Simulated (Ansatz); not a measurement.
# Glassy 70SiO2-12CaO-18Li2O (mol %) (95 atoms) under strain, part 2 of 3

Aim: relax glassy 70SiO2-12CaO-18Li2O (mol %) (95 atoms), then change its volume and shape to read moduli from the stress.

Ansatz 0.2.0; Kohn-Sham DFT, revPBE, PAW (set soft_2), plane waves.

The cell: 23 Si, 4 Ca, 12 Li and 56 O. The quench rate of 50 K/ps far exceeds what a furnace or splat quench reaches. The network of bonds at the start is that of the classical potential that made the cell. Only the Γ point is sampled.

So far. Step 2 (Single point at the start): The r.m.s. force at the start is 1.0 eV/Å.

## Step 3: Cell and atoms relaxed

Cell and atoms are freed together, to release stress as well as forces.

Input file input.yaml:

```yaml
crystal:
  lattice:
    - [10.69286, 0.0, 0.0]
    - [0.0, 10.69286, 0.0]
    - [0.0, 0.0, 10.69286]
  atoms:
    [... the 95 atom lines of step 2 ...]
kpoints:
  mp_grid: { grid: [1, 1, 1] }
hamiltonian:
  xc: revpbe
scf:
  occupations: { method: fixed }
output:
  forces: true
relax:
  f_tol: 0.05
  max_steps: 150
  cell: {}
```

Launch:

```sh
$ ansatz run input.yaml --threads 4 --pin off --max-ram 8192MiB --backend cpu --events-out ev --progress --plain --runs-dir out
```

Numbers of over 12 decimals in the logs are rounded to 6 here.

The log of the run:

```text
[...]
Crystal: 95 atoms, lattice volume = 1222.592 Å³
Basis set: ecut = 420 eV, 23847 PW (Γ), exchange–correlation on 144×144×144 points (8 copies of the dense FFT grid, shifted against one another)
Bands: 347, of which v1, the nominal top of the filled ones, is band 252 counted from 1 (251 counted from 0)
Symmetry: 1 space group operations
[...]
k-points: 1
[...]
SCF iter   1: F=—  HF=-56370.524640 eV  |F-HF|=—  |Δ(HF+E_count)|=         —  Δρ=3.43e-3  dr2=1.54e-1  ethr=1.77e-3  ⟨swp⟩=6.0  Hψ=1572  notcnv=0  defer=91
[...]
SCF iter   9: F=-56370.524618 eV  HF=-56370.524618 eV  |F-HF|=2.13e-8  |Δ(HF+E_count)|=   5.31e-7  Δρ=2.14e-6  dr2=4.90e-8  ethr=1.98e-11  ⟨swp⟩=5.0  Hψ=1007  notcnv=0
SCF 1 converged in 9 iterations: F = -56370.524618 eV  dr2 = 4.90e-8
[...]
relax step   1: F+E_penalty+E_count = -56370.52461782 eV  Δ(F+E_penalty+E_count) = +0.000e0 eV  max|allowed force component| = 3.183e0 eV/Å  Δτ_max = 0.0000 Å  P = +7.058 GPa  Ω = 1222.592 Å³  (9 SCF iters, dr2 threshold 1.00e-7 eV, accepted)
[... from here on, the SCF cycles and remarks between the steps are left out ...]
relax step   2: F+E_penalty+E_count = -56373.61292635 eV  Δ(F+E_penalty+E_count) = -3.088e0 eV  max|allowed force component| = 1.943e0 eV/Å  Δτ_max = 0.1966 Å  P = +4.043 GPa  Ω = 1233.439 Å³  energy of the carried Pulay correction = -3.262e-2 eV  (7 SCF iters, dr2 threshold 9.50e-6 eV, accepted)
relax step   3: F+E_penalty+E_count = -56375.18403970 eV  Δ(F+E_penalty+E_count) = -1.571e0 eV  max|allowed force component| = 7.239e-1 eV/Å  Δτ_max = 0.1377 Å  P = -0.395 GPa  Ω = 1262.392 Å³  energy of the carried Pulay correction = -1.183e-1 eV  (8 SCF iters, dr2 threshold 9.50e-6 eV, accepted)
relax step   4: F+E_penalty+E_count = -56375.47482352 eV  Δ(F+E_penalty+E_count) = -2.908e-1 eV  max|allowed force component| = 4.765e-1 eV/Å  Δτ_max = 0.0915 Å  P = -0.543 GPa  Ω = 1261.395 Å³  energy of the carried Pulay correction = -1.154e-1 eV  (7 SCF iters, dr2 threshold 9.50e-6 eV, accepted)
relax step   5: F+E_penalty+E_count = -56375.67103899 eV  Δ(F+E_penalty+E_count) = -1.962e-1 eV  max|allowed force component| = 4.613e-1 eV/Å  Δτ_max = 0.1022 Å  P = -0.200 GPa  Ω = 1256.260 Å³  energy of the carried Pulay correction = -1.003e-1 eV  (7 SCF iters, dr2 threshold 9.50e-6 eV, accepted)
relax step   6: F+E_penalty+E_count = -56375.76887537 eV  Δ(F+E_penalty+E_count) = -9.784e-2 eV  max|allowed force component| = 2.692e-1 eV/Å  Δτ_max = 0.1113 Å  P = -0.003 GPa  Ω = 1254.546 Å³  energy of the carried Pulay correction = -9.529e-2 eV  (7 SCF iters, dr2 threshold 9.50e-6 eV, accepted)
relax step   7: F+E_penalty+E_count = -56375.83801279 eV  Δ(F+E_penalty+E_count) = -6.914e-2 eV  max|allowed force component| = 2.812e-1 eV/Å  Δτ_max = 0.2000 Å  P = -0.035 GPa  Ω = 1254.012 Å³  energy of the carried Pulay correction = -9.372e-2 eV  (7 SCF iters, dr2 threshold 4.53e-6 eV, accepted)
relax step   8: F+E_penalty+E_count = -56375.89291832 eV  Δ(F+E_penalty+E_count) = -5.491e-2 eV  max|allowed force component| = 2.027e-1 eV/Å  Δτ_max = 0.0932 Å  P = +0.063 GPa  Ω = 1253.859 Å³  energy of the carried Pulay correction = -9.327e-2 eV  (7 SCF iters, dr2 threshold 4.94e-6 eV, accepted)
relax step   9: F+E_penalty+E_count = -56375.91276825 eV  Δ(F+E_penalty+E_count) = -1.985e-2 eV  max|allowed force component| = 2.073e-1 eV/Å  Δτ_max = 0.0393 Å  P = -0.008 GPa  Ω = 1254.335 Å³  energy of the carried Pulay correction = -9.467e-2 eV  (7 SCF iters, dr2 threshold 2.57e-6 eV, accepted)
relax step  10: F+E_penalty+E_count = -56375.93519075 eV  Δ(F+E_penalty+E_count) = -2.242e-2 eV  max|allowed force component| = 1.893e-1 eV/Å  Δτ_max = 0.0527 Å  P = -0.091 GPa  Ω = 1254.854 Å³  energy of the carried Pulay correction = -9.620e-2 eV  (7 SCF iters, dr2 threshold 2.69e-6 eV, accepted)
relax step  11: F+E_penalty+E_count = -56375.96772186 eV  Δ(F+E_penalty+E_count) = -3.253e-2 eV  max|allowed force component| = 1.373e-1 eV/Å  Δτ_max = 0.0951 Å  P = -0.088 GPa  Ω = 1253.109 Å³  energy of the carried Pulay correction = -9.106e-2 eV  (7 SCF iters, dr2 threshold 2.24e-6 eV, accepted)
relax step  12: F+E_penalty+E_count = -56375.99291770 eV  Δ(F+E_penalty+E_count) = -2.520e-2 eV  max|allowed force component| = 9.894e-2 eV/Å  Δτ_max = 0.0602 Å  P = -0.010 GPa  Ω = 1251.328 Å³  energy of the carried Pulay correction = -8.581e-2 eV  (7 SCF iters, dr2 threshold 1.18e-6 eV, accepted)
relax step  13: F+E_penalty+E_count = -56376.01457437 eV  Δ(F+E_penalty+E_count) = -2.166e-2 eV  max|allowed force component| = 1.157e-1 eV/Å  Δτ_max = 0.0584 Å  P = +0.037 GPa  Ω = 1250.130 Å³  energy of the carried Pulay correction = -8.227e-2 eV  (7 SCF iters, dr2 threshold 6.12e-7 eV, accepted)
relax step  14: F+E_penalty+E_count = -56376.02545910 eV  Δ(F+E_penalty+E_count) = -1.088e-2 eV  max|allowed force component| = 7.252e-2 eV/Å  Δτ_max = 0.0483 Å  P = -0.008 GPa  Ω = 1250.107 Å³  energy of the carried Pulay correction = -8.220e-2 eV  (7 SCF iters, dr2 threshold 8.37e-7 eV, accepted)
relax step  15: F+E_penalty+E_count = -56376.03218025 eV  Δ(F+E_penalty+E_count) = -6.721e-3 eV  max|allowed force component| = 8.053e-2 eV/Å  Δτ_max = 0.0342 Å  P = +0.020 GPa  Ω = 1250.164 Å³  energy of the carried Pulay correction = -8.237e-2 eV  (7 SCF iters, dr2 threshold 3.29e-7 eV, accepted)
relax step  16: F+E_penalty+E_count = -56376.03489610 eV  Δ(F+E_penalty+E_count) = -2.716e-3 eV  max|allowed force component| = 5.751e-2 eV/Å  Δτ_max = 0.0280 Å  P = -0.014 GPa  Ω = 1250.924 Å³  energy of the carried Pulay correction = -8.461e-2 eV  (7 SCF iters, dr2 threshold 4.05e-7 eV, accepted)
relax step  17: F+E_penalty+E_count = -56376.03885897 eV  Δ(F+E_penalty+E_count) = -3.963e-3 eV  max|allowed force component| = 5.475e-2 eV/Å  Δτ_max = 0.0211 Å  P = -0.018 GPa  Ω = 1250.879 Å³  energy of the carried Pulay correction = -8.448e-2 eV  (7 SCF iters, dr2 threshold 2.07e-7 eV, accepted)
relax step  18: F+E_penalty+E_count = -56376.01702741 eV  Δ(F+E_penalty+E_count) = +2.183e-2 eV  max|allowed force component| = 1.807e-1 eV/Å  Δτ_max = 0.1615 Å  P = +0.077 GPa  Ω = 1246.581 Å³  energy of the carried Pulay correction = -7.177e-2 eV  (9 SCF iters, dr2 threshold 1.87e-7 eV, rejected (line search))
relax step  19: F+E_penalty+E_count = -56376.04683917 eV  Δ(F+E_penalty+E_count) = -7.980e-3 eV  max|allowed force component| = 3.866e-2 eV/Å  Δτ_max = 0.0451 Å  P = +0.012 GPa  Ω = 1250.042 Å³  energy of the carried Pulay correction = -8.201e-2 eV  (12 SCF iters, accepted)
relax step  20: F+E_penalty+E_count = -56376.14938924 eV  Δ(F+E_penalty+E_count) = -1.026e-1 eV  max|allowed force component| = 3.893e-2 eV/Å  Δτ_max = 0.0000 Å  P = +0.162 GPa  Ω = 1250.042 Å³  stress off target by 2.76e-1 GPa  SCF on the basis re-selected at this cell (its energy is not comparable with the rows above)  (8 SCF iters)
relax step  21: F+E_penalty+E_count = -56376.14161180 eV  Δ(F+E_penalty+E_count) = +7.777e-3 eV  max|allowed force component| = 3.458e-2 eV/Å  Δτ_max = 0.0171 Å  P = -0.064 GPa  Ω = 1253.742 Å³  energy of the carried Pulay correction = -1.083e-2 eV  (7 SCF iters, dr2 threshold 1.91e-7 eV, accepted)
relax step  22: F+E_penalty+E_count = -56376.14267881 eV  Δ(F+E_penalty+E_count) = -1.067e-3 eV  max|allowed force component| = 2.850e-2 eV/Å  Δτ_max = 0.0099 Å  P = -0.051 GPa  Ω = 1253.892 Å³  energy of the carried Pulay correction = -1.123e-2 eV  (7 SCF iters, dr2 threshold 1.39e-8 eV, accepted)
relax step  23: F+E_penalty+E_count = -56376.14479796 eV  Δ(F+E_penalty+E_count) = -2.119e-3 eV  max|allowed force component| = 2.323e-2 eV/Å  Δτ_max = 0.0097 Å  P = +0.016 GPa  Ω = 1253.533 Å³  energy of the carried Pulay correction = -1.013e-2 eV  (8 SCF iters, dr2 threshold 1.28e-8 eV, accepted)
relax step  24: F+E_penalty+E_count = -56376.15619422 eV  Δ(F+E_penalty+E_count) = -1.140e-2 eV  max|allowed force component| = 2.319e-2 eV/Å  Δτ_max = 0.0000 Å  P = +0.023 GPa  Ω = 1253.533 Å³  stress off target by 2.96e-2 GPa  SCF on the basis re-selected at this cell (its energy is not comparable with the rows above)  (6 SCF iters)
[...]
SCF converged after 6 iterations
Free energy (F): -56376.156194 eV
[...]
Internal energy: -56376.156194 eV  (E = F + TS)
E sigma→0 (E₀):  -56376.156194 eV
Fermi energy:    3.102964 eV
[...]
Σ components = -56376.156194   (vs F -56376.156194, Δ=0.00e0)
--- Forces (eV/Å), atoms counted from 1 ---
  atom   1  Si    -0.00365100    -0.00080063    -0.00526507
  atom   2  Si    -0.01076702    -0.00101068     0.00672142
  atom   3  Si     0.00922224     0.00883822     0.00638111
  atom   4  Si     0.00744471    -0.01299079    -0.01242161
[...]
atom  95  O     -0.00363206     0.00118476     0.00473546
  max |Σ_I F_I| component: 2.82e-5 eV/Å
--- Stress (GPa, compression-positive) ---
        0.029405      -0.000409      -0.001079
       -0.000412       0.023476       0.002083
       -0.001077       0.002084       0.016559
  P = ⅓ Tr σ = 0.0231 GPa (0.231 kbar)
--- Relaxed structure (22 steps of the walk, 21 accepted, 2 SCFs on fresh bases) ---
  F+E_penalty+E_count = -56376.15619422 eV   max|allowed force component| = 2.319e-2 eV/Å   (the final SCF, on the basis selected at the relaxed cell)
  cell:  # Å, volume = 1253.5331 Å³
    - [10.883733, 0.018487, -0.099792]
    - [0.018487, 10.712099, -0.015812]
    - [-0.099792, -0.015812, 10.752823]
  atoms:
    - { symbol: Si, position: [0.456872, 0.278532, 0.757517] }
    - { symbol: Si, position: [0.677493, 0.108724, 0.879198] }
    - { symbol: Si, position: [0.231030, 0.139453, 0.111644] }
    - { symbol: Si, position: [0.678245, 0.270954, 0.292362] }
[...]
- { symbol: O, position: [0.066365, 0.331507, 0.838708] }
```

It took 2.4 min on 4 threads of Intel Xeon Platinum 8375C at 2.90GHz (Ice Lake), shared host; peak memory 1.5 GiB; 8.6 min of CPU time.

The relaxation converged after 22 steps, with a largest force component of 0.023 eV/Å.

## Step 4: Single point at the relaxed geometry

One more single point at the end of the walk gives the fuller output and checks the residual forces.

Input file input.yaml:

```yaml
crystal:
  lattice:
    - [10.88373, 0.01849, -0.09979]
    - [0.01849, 10.7121, -0.01581]
    - [-0.09979, -0.01581, 10.75282]
  atoms:
    - { symbol: Si, position: [0.45687, 0.27853, 0.75752] }
    - { symbol: Si, position: [0.67749, 0.10872, 0.8792] }
    - { symbol: Si, position: [0.23103, 0.13945, 0.11164] }
    - { symbol: Si, position: [0.67824, 0.27095, 0.29236] }
    - { symbol: Si, position: [0.39673, 0.83157, 0.80085] }
    - { symbol: Si, position: [0.43588, 0.33638, 0.18507] }
    [... 83 atom lines left out ...]
    - { symbol: O, position: [0.52648, 0.80193, 0.38919] }
    - { symbol: O, position: [0.74269, 0.59307, 0.06934] }
    - { symbol: O, position: [0.63475, 0.03229, 0.99822] }
    - { symbol: O, position: [0.70065, 0.67054, 0.8059] }
    - { symbol: O, position: [0.21564, 0.42043, 0.53323] }
    - { symbol: O, position: [0.06636, 0.33151, 0.83871] }
kpoints:
  mp_grid: { grid: [1, 1, 1] }
hamiltonian:
  xc: revpbe
scf:
  occupations: { method: fixed }
output:
  forces: true
  stress: true
  populations: true
  dos:
    method: { smearing: { sigma: 0.15 } }
    de: 0.1
    projected: { site_lists: { Ca: [Ca], Li: [Li], O: [O], Si: [Si] } }
  eigenvalues: true
  write_density: true
  write_potential: true
  volumetric_format: npy
  elf: true
```

The log of the run:

```text
[...]
Crystal: 95 atoms, lattice volume = 1253.533 Å³
Basis set: ecut = 420 eV, 24471 PW (Γ), exchange–correlation on 150×144×144 points (8 copies of the dense FFT grid, shifted against one another)
Bands: 347, of which v1, the nominal top of the filled ones, is band 252 counted from 1 (251 counted from 0)
Symmetry: 1 space group operations
[...]
k-points: 1
[...]
SCF iter   1: F=—  HF=-56376.159127 eV  |F-HF|=—  |Δ(HF+E_count)|=         —  Δρ=3.33e-3  dr2=1.52e-1  ethr=1.77e-3  ⟨swp⟩=4.0  Hψ=1344  notcnv=0  defer=93
[...]
SCF iter   9: F=-56376.156193 eV  HF=-56376.156193 eV  |F-HF|=1.62e-8  |Δ(HF+E_count)|=   6.15e-7  Δρ=2.07e-6  dr2=4.67e-8  ethr=1.98e-11  ⟨swp⟩=23.0  Hψ=3509  notcnv=0
SCF 1 converged in 9 iterations: F = -56376.156193 eV  dr2 = 4.67e-8
[...]
WARN: The input density's exchange-correlation potential varies sharply where the density is thin. Do not read a vacuum level from v_tot or v_xc, or from such a field of the output density. On a cell that repeats whose density bears no net charge and no dipole along the vacuum's axis use v_es (v_loc + v_h of the components); [...]
SCF converged after 9 iterations
Free energy (F): -56376.156193 eV
[...]
Internal energy: -56376.156193 eV  (E = F + TS)
E sigma→0 (E₀):  -56376.156193 eV
Fermi energy:    3.103213 eV
[...]
--- Forces (eV/Å), atoms counted from 1 ---
  atom   1  Si    -0.00413122     0.00085283    -0.00706142
  atom   2  Si    -0.00920153     0.00259206     0.00443898
  atom   3  Si     0.00992432     0.01048622     0.00755976
  atom   4  Si     0.00736812    -0.01018337    -0.01054385
  atom   5  Si     0.00048143     0.00103119    -0.01183419
  atom   6  Si     0.00968991    -0.00399747    -0.00971258
  atom   7  Si     0.00392958     0.01484988     0.00212380
  atom   8  Si     0.00781912     0.00549078     0.00488055
  atom   9  Si    -0.00686604     0.00994815    -0.00007575
  atom  10  Si    -0.00297228    -0.00490386     0.00231863
  atom  11  Si    -0.01796306    -0.00752116    -0.00699619
  atom  12  Si     0.00136843     0.00377415    -0.00281187
  atom  13  Si     0.00433997    -0.00304710     0.00006202
  atom  14  Si     0.00569626    -0.00428087     0.00498551
[...]
atom  94  O     -0.00163304    -0.00474977     0.00042092
  atom  95  O     -0.00294148     0.00073399     0.00447700
  max |Σ_I F_I| component: 1.54e-4 eV/Å
--- Stress (GPa, compression-positive) ---
        0.030483      -0.000300      -0.001502
       -0.000303       0.023045       0.001612
       -0.001501       0.001613       0.016983
  P = ⅓ Tr σ = 0.0235 GPa (0.235 kbar)
--- Band table (eV) ---
[...]
--- Löwdin populations: 95 sites ---
  site symbol       q [e]
     0     Si      2.2738
     1     Si      2.3847
     2     Si      2.3323
[...]
94      O      7.0143
  spilling = 0.012963 (of n_electrons = 504.000000)
```

It took 17 s on 4 threads; peak memory 1.6 GiB.

The program notes that the exchange-correlation potential is rough where the density is thin.

Numbers from this run:

```yaml
free_energy: -56376.1562 eV
free_energy_per_atom: -593.4332 eV/atom
scf_cycles: 9
pressure: 0.0235 GPa
r_m_s_force_component: 0.00621 eV/Å
longest_force: 0.0351 eV/Å
fermi_energy: 3.103 eV
spacing_of_highest_filled_and_lowest_empty_level: 4.429 eV
spilling_of_the_projection: 0.01296
```

## Step 5: Volume -3 %

The relaxed cell is scaled evenly and the atoms are relaxed again; the stress at the end gives one point of P(V).

input.yaml, the sections that differ from step 4:

```yaml
crystal:
  lattice:
    - [10.77379, 0.0183, -0.09878]
    - [0.0183, 10.60389, -0.01565]
    - [-0.09878, -0.01565, 10.6442]
  atoms:
    [... the 95 atom lines of step 4 ...]
output:
  forces: true
  eigenvalues: true
  stress: true
relax:
  f_tol: 0.05
  max_steps: 70
# kpoints, hamiltonian, scf: as in step 4
```

The log of the run:

```text
Warning: output.stress: scf.convergence.dr2_threshold = 1e-7 eV (the SCF's general default) is looser than the 9.5e-9 eV advised for a printed stress (1e-10 eV for each atom of the cell: 95). What an SCF threshold leaves in a stress goes as its square root, and in the free energy as the threshold itself, and one threshold admits the most on a small cell: [...]
[...]
Crystal: 95 atoms, lattice volume = 1215.927 Å³
Basis set: ecut = 420 eV, 23745 PW (Γ), exchange–correlation on 150×144×144 points (8 copies of the dense FFT grid, shifted against one another)
Bands: 347, of which v1, the nominal top of the filled ones, is band 252 counted from 1 (251 counted from 0)
Symmetry: 1 space group operations
[...]
k-points: 1
[...]
SCF iter   1: F=—  HF=-56375.637022 eV  |F-HF|=—  |Δ(HF+E_count)|=         —  Δρ=3.41e-3  dr2=1.56e-1  ethr=1.77e-3  ⟨swp⟩=5.0  Hψ=1342  notcnv=0  defer=93
[...]
SCF iter   5: F=—  HF=-56375.632567 eV  |F-HF|=—  |Δ(HF+E_count)|=   2.81e-4  Δρ=1.18e-4  dr2=1.48e-4  ethr=1.05e-7  ⟨swp⟩=2.0  Hψ=461  notcnv=0  defer=93
SCF iter   6: F=-56375.632668 eV  HF=-56375.632651 eV  |F-HF|=1.75e-5  |Δ(HF+E_count)|=   8.44e-5  Δρ=2.58e-5  dr2=8.39e-6  ethr=1.24e-8  ⟨swp⟩=16.0  Hψ=2503  notcnv=0
SCF 1 converged in 6 iterations: F = -56375.632668 eV  dr2 = 8.39e-6
[...]
relax step   1: F+E_penalty+E_count = -56375.63266833 eV  Δ(F+E_penalty+E_count) = +0.000e0 eV  max|allowed force component| = 5.420e-1 eV/Å  Δτ_max = 0.0000 Å  (6 SCF iters, dr2 threshold 6.25e-5 eV, accepted)
[...]
relax step   2: F+E_penalty+E_count = -56375.83946880 eV  Δ(F+E_penalty+E_count) = -2.068e-1 eV  max|allowed force component| = 2.789e-1 eV/Å  Δτ_max = 0.0436 Å  (6 SCF iters, dr2 threshold 1.84e-5 eV, accepted)
[...]
relax step   3: F+E_penalty+E_count = -56375.94997602 eV  Δ(F+E_penalty+E_count) = -1.105e-1 eV  max|allowed force component| = 1.235e-1 eV/Å  Δτ_max = 0.0462 Å  (7 SCF iters, dr2 threshold 4.86e-6 eV, accepted)
relax step   4: F+E_penalty+E_count = -56375.82478119 eV  Δ(F+E_penalty+E_count) = +1.252e-1 eV  max|allowed force component| = 4.861e-1 eV/Å  Δτ_max = 0.2000 Å  (8 SCF iters, dr2 threshold 2.99e-6 eV, rejected (line search))
relax step   5: F+E_penalty+E_count = -56375.97437753 eV  Δ(F+E_penalty+E_count) = -2.440e-2 eV  max|allowed force component| = 7.051e-2 eV/Å  Δτ_max = 0.0486 Å  (9 SCF iters, accepted)
relax step   6: F+E_penalty+E_count = -56375.97677899 eV  Δ(F+E_penalty+E_count) = -2.401e-3 eV  max|allowed force component| = 5.698e-2 eV/Å  Δτ_max = 0.0123 Å  (7 SCF iters, accepted)
[...]
relax step   7: F+E_penalty+E_count = -56375.97897804 eV  Δ(F+E_penalty+E_count) = -2.199e-3 eV  max|allowed force component| = 4.338e-2 eV/Å  Δτ_max = 0.0078 Å  (7 SCF iters, accepted)
SCF converged after 7 iterations
Free energy (F): -56375.978978 eV
[...]
Internal energy: -56375.978978 eV  (E = F + TS)
E sigma→0 (E₀):  -56375.978978 eV
Fermi energy:    3.361933 eV
[...]
Σ components = -56375.978978   (vs F -56375.978978, Δ=0.00e0)
--- Forces (eV/Å), atoms counted from 1 ---
  atom   1  Si    -0.03427123     0.00557627    -0.00477787
  atom   2  Si    -0.02698101     0.00375578     0.00109625
  atom   3  Si     0.00736950    -0.01262508    -0.01086038
  atom   4  Si     0.00431421    -0.00139793    -0.01310411
[...]
atom  95  O      0.00191783     0.00744952     0.00485113
  max |Σ_I F_I| component: 6.30e-5 eV/Å
--- Stress (GPa, compression-positive) ---
        1.493711       0.119277       0.017113
        0.119276       1.652443      -0.040049
        0.017114      -0.040049       1.437079
  P = ⅓ Tr σ = 1.5277 GPa (15.277 kbar)
--- Band table (eV) ---
[...]
--- Relaxed structure (7 steps of the walk, 6 accepted, 0 SCFs on fresh bases) ---
  F+E_penalty+E_count = -56375.97897804 eV   max|allowed force component| = 4.338e-2 eV/Å
  atoms:
    - { symbol: Si, position: [0.454444, 0.279440, 0.755129] }
    - { symbol: Si, position: [0.676066, 0.107825, 0.878875] }
    - { symbol: Si, position: [0.229036, 0.142481, 0.112268] }
    - { symbol: Si, position: [0.679368, 0.265325, 0.288128] }
[...]
- { symbol: O, position: [0.068269, 0.326203, 0.844193] }
```

Run time: 77 s. Hardware: 4 threads; peak memory 1.6 GiB.

The program notes that the SCF threshold is loose for the stress.

The relaxation converged after 7 steps, 0.346 eV below its start, with a largest force component of 0.043 eV/Å.

Volume -3 %: the energy stands 0.177 eV above that of the reference, at a pressure of 1.53 GPa.

## Step 6: Volume +3 %

The relaxed cell is scaled to another volume.

Input and log are left out; they have the form of those shown for this kind of step.

The job ended after 79 s (4 threads of Intel Xeon Platinum 8375C at 2.90GHz (Ice Lake), shared host; peak memory 1.6 GiB; 4.7 min of CPU time).

The relaxation converged after 7 steps, 0.317 eV below its start, with a largest force component of 0.038 eV/Å.

Volume +3 %: the energy stands 0.138 eV above that of the reference, at a pressure of -1.25 GPa.

## Step 7: Volume -6 %

The relaxed cell is scaled to another volume.

Input and log are left out; they have the form of those shown for this kind of step.

Wall time 95 s (4 threads of Intel Xeon Platinum 8375C at 2.90GHz (Ice Lake), shared host); peak memory 1.5 GiB.

The relaxation converged after 11 steps, 1.49 eV below its start, with a largest force component of 0.045 eV/Å.

Volume -6 %: the energy stands 0.703 eV above that of the reference, at a pressure of 3.16 GPa.

## Step 8: Volume +6 %

The relaxed cell is scaled to another volume.

Input and log are left out; they have the form of those shown for this kind of step.

The job ended after 2.7 min (4 threads of Intel Xeon Platinum 8375C at 2.90GHz (Ice Lake), shared host; peak memory 1.7 GiB).

The relaxation converged after 17 steps, 1.26 eV below its start, with a largest force component of 0.028 eV/Å.

Volume +6 %: the energy stands 0.505 eV above that of the reference, at a pressure of -2.17 GPa.

(Continued in part 3 of 3.)

[Logs are printed without paths, hosts, clocks, repeated set-up lines and the standing remarks that a program may print on its own settings, such as how far it seeks lower states.]

[Hosts, paths, dates, database ids (printed as entryN), source tags and the programs' standing remarks are cut or masked in the printed files.]
